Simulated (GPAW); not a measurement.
# Ballistic transport through H2 in line between two B chains, cheap and dear

Wanted: the zero-bias transmission of H2 in line between two B chains on a ladder of levels, with run times.

Main program and level: GPAW 26.7.0; GPAW LCAO, PAW setups; Landauer transmission from Green's functions with principal layers (ASE), zero bias.

Most raw output is cut from this account.

## (1) The structure

The cell holds 14 atoms: 12 B and 2 H. Cell: a = 9.000 Å, b = 9.000 Å, c = 19.941 Å, α = 90.0°, β = 90.0°, γ = 90.0°. Regions: left lead, 6 atoms (6 B); channel, 2 atoms (2 H); right lead, 6 atoms (6 B). Vacuum lies along a and b. The structure is stacked along c, and the current runs across the ab planes.

## (2) GPAW, dzp

The script solves lead and junction separately, takes H and S in the orbital basis, and joins semi-infinite leads through their self-energies; the dzp basis is the working standard.

Contents of run.py:

```python
import json
import numpy as np
from ase import Atoms
from ase.transport.calculators import TransportCalculator
from gpaw import GPAW, FermiDirac
from gpaw.lcao.tools import get_lcao_hamiltonian
from scipy.linalg import eigh

# The junction with lead layers at both ends, along the third cell vector
device = Atoms(
    ['B', 'B', 'B', 'B', 'B', 'B', 'H', 'H', 'B', 'B', 'B', 'B', 'B', 'B'],
    positions=[
        [4.50000, 4.50000, 0.77500],
        [4.50000, 4.50000, 2.32500],
        [4.50000, 4.50000, 3.87500],
        [4.50000, 4.50000, 5.42500],
        [4.50000, 4.50000, 6.97500],
        [4.50000, 4.50000, 8.52500],
        [4.50000, 4.50000, 9.54560],
        [4.50000, 4.50000, 10.39560],
        [4.50000, 4.50000, 11.41620],
        [4.50000, 4.50000, 12.96620],
        [4.50000, 4.50000, 14.51620],
        [4.50000, 4.50000, 16.06620],
        [4.50000, 4.50000, 17.61620],
        [4.50000, 4.50000, 19.16620]],
    cell=[[9.0, 0.0, 0.0], [0.0, 9.0, 0.0], [0.0, 0.0, 19.9412]],
    pbc=True)

# One principal layer of the lead: the first 4 atoms of the device
lead = Atoms(
    ['B', 'B', 'B', 'B'],
    positions=[
        [4.50000, 4.50000, 0.77500],
        [4.50000, 4.50000, 2.32500],
        [4.50000, 4.50000, 3.87500],
        [4.50000, 4.50000, 5.42500]],
    cell=[[9.0, 0.0, 0.0], [0.0, 9.0, 0.0], [0.0, 0.0, 6.2]],
    pbc=True)

settings = dict(mode='lcao', basis='dzp', xc='PBE', h=0.2,
                occupations=FermiDirac(0.1), maxiter=250,
                mixer=dict(beta=0.1, nmaxold=8, weight=100.0),
                convergence=dict(density=0.0001))
energies = np.arange(-2, 2 + 1e-9, 0.05)
eta = 0.0001
n1, n2 = 1, 1
# k and -k transmit alike, so half of the mesh across the current serves
mesh = [(i, j) for i in range(n1) for j in range(n2) if (i, j) <= (-i % n1, -j % n2)]
weights = np.array([1 if (i, j) == (-i % n1, -j % n2) else 2 for i, j in mesh]) / (n1 * n2)

# [... helper functions left out ...]
fermi_lead = ground_state(lead, (1, 1, 18), 'lead.txt')
fermi_device = ground_state(device, (1, 1, 4), 'device.txt')
# [... loop over the mesh left out, but for ...]
        # Shift the lead onto the potential of the device's first layer
        shift = ((H[:, 0, 0] - H0[:, 0, 0]) / S0[0, 0]).real.mean()
# [...]
kT = 8.617333e-5 * 77
bias = [0.1, 0.2, 0.5, 1.0, 1.5, 2.0]
# [... integrals and printing left out ...]
```

Launch:

```bash
> OMP_NUM_THREADS=1 OPENBLAS_NUM_THREADS=1 python run.py
```

Elapsed: 31 s, on 1 thread of Arm Neoverse V2, shared host; peak memory 0.65 GiB.

This step gave:

| Item | Value |
| --- | --- |
| conductance | 0.7519 G₀ |
| largest coupling past the next principal layer | 9.55e-5 eV |
| largest misfit of the first principal layer | 0.1310 eV |
| shift that aligns the lead | 0.04427 eV |
| basis functions of the junction | 166 |
| basis functions of a principal layer | 52 |
| transmission at the Fermi level (one spin) | 0.7528 |

One spin. Table of transmission, zone mean by energy, zero at the Fermi level:

```tsv
energy (eV)	transmission, zone mean
-2.00	8.3e-12
-1.85	1.2e-12
-1.70	0
-1.60	0
-1.45	0
-1.30	0
-1.15	0
-1.05	8.4e-12
-0.90	4.1e-7
-0.75	0.132
-0.60	0.203
-0.50	0.305
-0.35	0.527
-0.20	0.717
-0.10	0.766
-0.05	0.766
0.00	0.753
0.05	0.730
0.20	0.637
0.35	0.546
0.50	0.478
0.60	0.447
0.75	0.416
0.90	0.401
1.05	0.396
1.15	0.398
1.30	0.403
1.45	0.412
1.60	0.422
1.70	0.428
1.85	0.437
2.00	0.445
```

Not self-consistent under bias; the bias window is split evenly. Current through one cell, from the zero-bias transmission against bias:

```tsv
bias (V)	current through one cell, from the zero-bias transmission (μA)
0.100	5.81
0.200	11.6
0.500	27.6
1.000	47.4
1.500	59.8
2.000	68.8
```

Transmission of the three most open eigenchannels against energy, zero at the Fermi level:

```tsv
energy (eV)	channel 1	channel 2	channel 3
-1.000	3.1e-11	3.1e-11	0
-0.800	0.0681	0.0681	0
-0.600	0.101	0.101	0
-0.400	0.224	0.224	0
-0.200	0.358	0.358	0
0.000	0.376	0.376	0
0.200	0.318	0.318	0
0.400	0.260	0.260	0
0.600	0.223	0.223	0
0.800	0.205	0.205	0
1.000	0.198	0.198	0
1.200	0.200	0.200	0
1.400	0.204	0.204	0
1.600	0.211	0.211	0
1.800	0.217	0.217	0
2.000	0.222	0.222	0
```

Couplings past the next layer reach 9.5e-5 eV, small enough to drop; the matrix elements of the cell's first layer differ from the bulk lead's by up to 0.13 eV. That layer keeps its own values in the calculation, and only beyond it is the lead taken as perfect. The Fermi levels of lead and junction count from different zeros of potential, one for each periodic cell; with both set to zero, the small remaining shift is what aligns them. By hand: G = 0.7519 × 77.48 μS = 58.3 μS, a resistance of 17.2 kΩ; at 0.1 V a linear junction would pass 5.83 μA, and the integral over the bias window gives 5.81 μA.

## (3) Single-zeta polarised basis

The second zeta is dropped, the polarisation orbitals stay.

Changes to run.py since step 2:

```diff
@@ -40,3 +40,3 @@
 
-settings = dict(mode='lcao', basis='dzp', xc='PBE', h=0.2,
+settings = dict(mode='lcao', basis='szp(dzp)', xc='PBE', h=0.2,
                 occupations=FermiDirac(0.1), maxiter=250,
```

Wall time 27 s (1 thread); peak memory 0.64 GiB.

Numbers from this step:

| Property | Result |
| --- | --- |
| conductance | 0.8045 G₀ |
| largest coupling past the next principal layer | 9.58e-5 eV |
| largest misfit of the first principal layer | 0.1223 eV |
| shift that aligns the lead | 0.04130 eV |
| basis functions of the junction | 116 |
| basis functions of a principal layer | 36 |
| transmission at the Fermi level (one spin) | 0.8056 |

One spin. Table of transmission, zone mean by energy, zero at the Fermi level:

```tsv
energy (eV)	transmission, zone mean
-2.00	0
-1.85	0
-1.70	0
-1.60	0
-1.45	0
-1.30	0
-1.15	0
-1.05	0
-0.90	2.0e-11
-0.75	0.388
-0.60	0.182
-0.50	0.276
-0.35	0.529
-0.20	0.771
-0.10	0.829
-0.05	0.825
0.00	0.806
0.05	0.775
0.20	0.659
0.35	0.555
0.50	0.483
0.60	0.450
0.75	0.419
0.90	0.402
1.05	0.395
1.15	0.393
1.30	0.393
1.45	0.395
1.60	0.397
1.70	0.398
1.85	0.399
2.00	0.399
```

Not self-consistent under bias; the bias window is split evenly. Current through one cell, from the zero-bias transmission against bias:

```tsv
bias (V)	current through one cell, from the zero-bias transmission (μA)
0.100	6.22
0.200	12.3
0.500	29.3
1.000	49.3
1.500	61.9
2.000	70.0
```

The transmission of the three most open eigenchannels by energy, zero at the Fermi level:

```tsv
energy (eV)	channel 1 = channel 2	channel 3
-2.00	0	0
-1.90	0	0
-1.80	0	0
-1.70	0	0
-1.55	0	0
-1.45	0	0
-1.35	0	0
-1.25	0	0
-1.15	0	0
-1.05	0	0
-0.90	9.9e-12	0
-0.80	9.0e-9	0
-0.70	0.0880	0
-0.60	0.0912	0
-0.50	0.138	0
-0.40	0.217	0
-0.25	0.353	0
-0.15	0.406	0
-0.05	0.413	0
0.00	0.403	0
0.05	0.388	0
0.15	0.349	0
0.25	0.311	0
0.40	0.264	0
0.50	0.241	0
0.60	0.225	0
0.70	0.214	0
0.80	0.206	0
0.90	0.201	0
1.05	0.197	0
1.15	0.197	0
1.25	0.196	0
1.35	0.197	0
1.45	0.197	0
1.55	0.198	0
1.70	0.199	0
1.80	0.199	0
1.90	0.199	0
2.00	0.199	0
```

The conductance, 0.805 G₀, lies 7.0 % above that of the dzp run.

## (4) Minimal basis

The minimal basis is the cheapest rung: no second zeta and no polarisation.

Changes to run.py since step 3:

```diff
@@ -40,3 +40,3 @@
 
-settings = dict(mode='lcao', basis='szp(dzp)', xc='PBE', h=0.2,
+settings = dict(mode='lcao', basis='sz(dzp)', xc='PBE', h=0.2,
                 occupations=FermiDirac(0.1), maxiter=250,
```

Elapsed: 15 s, on 1 thread; peak memory 0.6 GiB.

Numbers from this step:

- conductance: 0.7215 G₀
- largest coupling past the next principal layer: 9.60e-5 eV
- largest misfit of the first principal layer: 0.1278 eV
- shift that aligns the lead: 0.04497 eV
- basis functions of the junction: 50
- basis functions of a principal layer: 16
- transmission at the Fermi level (one spin): 0.7226

The conductance, 0.722 G₀, lies 4.0 % below that of the dzp run.

## (5) revPBE in the dzp basis: xc = "revPBE"

Back in the dzp basis, the functional changes from PBE to revPBE, to set the spread between functionals beside that between bases.

Changes to run.py since step 4:

```diff
@@ -40,3 +40,3 @@
 
-settings = dict(mode='lcao', basis='sz(dzp)', xc='PBE', h=0.2,
+settings = dict(mode='lcao', basis='dzp', xc='revPBE', h=0.2,
                 occupations=FermiDirac(0.1), maxiter=250,
```

Elapsed: 30 s, on 1 thread; peak memory 0.65 GiB.

Numbers from this step:

* conductance: 0.7316 G₀
* largest coupling past the next principal layer: 9.55e-5 eV
* largest misfit of the first principal layer: 0.1322 eV
* basis functions of the junction: 166
* basis functions of a principal layer: 52
* transmission at the Fermi level (one spin): 0.7324

One spin. The transmission, zone mean by energy, zero at the Fermi level:

energy (eV), transmission, zone mean and a bar:
```
    -2.00      0.000 
    -1.90      0.000 
    -1.80      0.000 
    -1.70      0.000 
    -1.55      0.000 
    -1.45      0.000 
    -1.35      0.000 
    -1.25      0.000 
    -1.15      0.000 
    -1.05      0.000 
    -0.90      0.000 
    -0.80      0.132 #####
    -0.70      0.140 ######
    -0.60      0.197 ########
    -0.50      0.297 ############
    -0.40      0.437 ##################
    -0.25      0.650 ##########################
    -0.15      0.731 #############################
    -0.10      0.746 ##############################
    -0.05      0.746 ##############################
     0.00      0.732 #############################
     0.05      0.710 #############################
     0.15      0.650 ##########################
     0.25      0.586 ########################
     0.40      0.504 ####################
     0.50      0.462 ###################
     0.60      0.432 #################
     0.70      0.410 ################
     0.80      0.396 ################
     0.90      0.388 ################
     1.05      0.383 ###############
     1.15      0.385 ###############
     1.25      0.388 ################
     1.35      0.393 ################
     1.45      0.399 ################
     1.55      0.406 ################
     1.70      0.415 #################
     1.80      0.421 #################
     1.90      0.427 #################
     2.00      0.432 #################
```

The conductance, 0.732 G₀, lies 2.7 % below that of the dzp run.

## (6) All levels side by side

Times are for 1 thread of Arm Neoverse V2, shared host. The series side by side:

```tsv
no.	run	conductance (G₀)	time	memory (GiB)
1	dzp	0.7519	31 s	0.65
2	szp	0.8045	27 s	0.64
3	sz	0.7215	15 s	0.6
4	dzp revPBE	0.7316	30 s	0.65
```

## (7) Comparison

The curves are compared point by point over the common energies.

This step: comparison of transmission and cost over codes and levels (GPAW 26.7.0).

Ladder, by row:

```tsv
step	code	T at the Fermi level (sum over the listed spins)	conductance (G0)	r.m.s. T(E) from the first	wall time (s)	peak memory (GiB)	threads
dzp	GPAW	0.7528	0.7519	0	30.55	0.65	1
szp	GPAW	0.8056	0.8045	0.04446	26.68	0.64	1
sz	GPAW	0.7226	0.7215	0.0754	15.49	0.6	1
dzp-revPBE	GPAW	0.7324	0.7316	0.01197	29.95	0.65	1
```

Transmission, zone mean, sum over the listed spins against energy, zero at the Fermi level:

```tsv
energy (eV)	dzp	szp	sz	dzp-revPBE
-2.0000	8.3e-12	0	0	6.1e-12
-1.7500	7.0e-13	0	0	6.7e-13
-1.5000	5.1e-13	0	0	5.1e-13
-1.2500	4.9e-13	0	0	5.0e-13
-1.0000	6.2e-11	4.8e-13	1.1e-12	6.4e-11
-0.7500	0.132	0.388	0.205	0.128
-0.5000	0.305	0.276	0.248	0.297
-0.2500	0.666	0.707	0.637	0.650
-0.1000	0.766	0.829	0.748	0.746
0.0000	0.753	0.806	0.723	0.732
0.2500	0.605	0.621	0.538	0.586
0.5000	0.478	0.483	0.403	0.462
0.7500	0.416	0.419	0.339	0.402
1.0000	0.397	0.396	0.314	0.384
1.2500	0.401	0.393	0.305	0.388
1.5000	0.415	0.395	0.302	0.402
1.7500	0.431	0.398	0.299	0.418
2.0000	0.445	0.399	0.295	0.432
```

## (8) Potential alignment off, k-points along the lead 2

Without the shift, lead and junction are matched by their Fermi levels alone. The lead's own mesh along the current sets its density and potential; where the lead is aligned to the junction's end layer, a rigid shift drops out.

This step: GPAW LCAO, PAW setups; Landauer transmission from Green's functions with principal layers (ASE), zero bias (GPAW 26.7.0).

Changes to run.py since step 5:

```diff
@@ -40,3 +40,3 @@
 
-settings = dict(mode='lcao', basis='dzp', xc='revPBE', h=0.2,
+settings = dict(mode='lcao', basis='dzp', xc='PBE', h=0.2,
                 occupations=FermiDirac(0.1), maxiter=250,
@@ -52,7 +52,7 @@
 # [... helper functions left out ...]
-fermi_lead = ground_state(lead, (1, 1, 18), 'lead.txt')
+fermi_lead = ground_state(lead, (1, 1, 2), 'lead.txt')
 fermi_device = ground_state(device, (1, 1, 4), 'device.txt')
 # [... loop over the mesh left out, but for ...]
-        # Shift the lead onto the potential of the device's first layer
-        shift = ((H[:, 0, 0] - H0[:, 0, 0]) / S0[0, 0]).real.mean()
+        # Lead and device are aligned by their Fermi levels alone
+        shift = 0.0
 # [...]
```

Run time: 28 s. Hardware: 1 thread; peak memory 0.65 GiB.

The run finished with changed settings (align = false and lead_nz = 2); it serves as a test.

The two runs compared:

```tsv
quantity	this run	sound run	difference
conductance (G₀)	0.74245	0.75193	-0.00947
largest coupling past the next principal layer (eV)	9.546e-5	9.547e-5	-6.6e-9
largest misfit of the first principal layer (eV)	0.13174	0.13102	7.2e-4
shift that aligns the lead (eV)	0	0.044267	-0.0443
transmission at the Fermi level (one spin)	0.74272	0.75283	-0.0101
```

One result that differs is the shift that aligns the lead, 0 eV against 0.0443 eV.

## (9) SCF mesh 1×1×1, density threshold 1e-06, mixing 0.25

The SCF mesh sets the Fermi level of the repeated cell. The Hamiltonian is taken from the last density. The density threshold is one of the tests that end the cycle; the energy must settle too, so a loose value may not be the test that decides. Mixing changes the road to self-consistency, not its end. The mixing history changes the road to self-consistency, not its end.

Changes to run.py since step 8:

```diff
@@ -42,4 +42,4 @@
                 occupations=FermiDirac(0.1), maxiter=250,
-                mixer=dict(beta=0.1, nmaxold=8, weight=100.0),
-                convergence=dict(density=0.0001))
+                mixer=dict(beta=0.25, nmaxold=3, weight=100.0),
+                convergence=dict(density=1e-06))
 energies = np.arange(-2, 2 + 1e-9, 0.05)
@@ -52,7 +52,7 @@
 # [... helper functions left out ...]
-fermi_lead = ground_state(lead, (1, 1, 2), 'lead.txt')
-fermi_device = ground_state(device, (1, 1, 4), 'device.txt')
+fermi_lead = ground_state(lead, (1, 1, 18), 'lead.txt')
+fermi_device = ground_state(device, (1, 1, 1), 'device.txt')
 # [... loop over the mesh left out, but for ...]
-        # Lead and device are aligned by their Fermi levels alone
-        shift = 0.0
+        # Shift the lead onto the potential of the device's first layer
+        shift = ((H[:, 0, 0] - H0[:, 0, 0]) / S0[0, 0]).real.mean()
 # [...]
```

The job ended after 47 s (1 thread; peak memory 0.57 GiB).

The run finished with changed settings (scf_mesh = [1, 1, 1], conv = 1e-06, beta = 0.25 and nmaxold = 3); it serves as a test.

Side by side:

```tsv
quantity	this run	sound run	difference
conductance (G₀)	0.67912	0.75193	-0.0728
largest coupling past the next principal layer (eV)	9.547e-5	9.547e-5	-5.4e-12
largest misfit of the first principal layer (eV)	0.12101	0.13102	-0.0100
shift that aligns the lead (eV)	0.012041	0.044267	-0.0322
transmission at the Fermi level (one spin)	0.67976	0.75283	-0.0731
```

The two runs differ clearly in the transmission at the Fermi level (one spin): 0.680 against 0.753.

## (10) What came out

| Item | Value |
| --- | --- |
| conductance | 0.752 G₀ |
| transmission at the Fermi level, mean of the spins | 0.753 |
| thermopower | about 0 (under 1.5 μV/K) |

In words: In the dzp basis the junction conducts 0.752 G₀ at 77 K, with T = 0.753 a spin at the Fermi level; the sz basis reaches that conductance within 10 %. At the Fermi level two eigenchannels carry the current (0.38 and 0.38). Measured against the first run (dzp), the nearest curve is that of dzp-revPBE (r.m.s. 0.012) and the farthest that of sz (0.075). Over the compared runs wall time goes from 15 s (sz) to 31 s (dzp), on a shared host. The geometry was built from estimated bond lengths and not relaxed, so the numbers describe this model structure. An evenly spaced straight chain is an idealisation: free chains tend to dimerise, zigzag or, where a band edge lies near the Fermi level, turn magnetic. The currents use the zero-bias T(E) throughout, which holds only while the bias is small against the distance to the nearest feature. The energy step is wider than the thermal energy, so the conductance and thermopower rest on interpolation of T(E).

[Logs are printed without paths, hosts, clocks, repeated set-up lines and the standing remarks that a program may print on its own settings, such as how far it seeks lower states.]

[Hosts, paths, dates, database ids (printed as entryN), source tags and the programs' standing remarks are cut or masked in the printed files.]
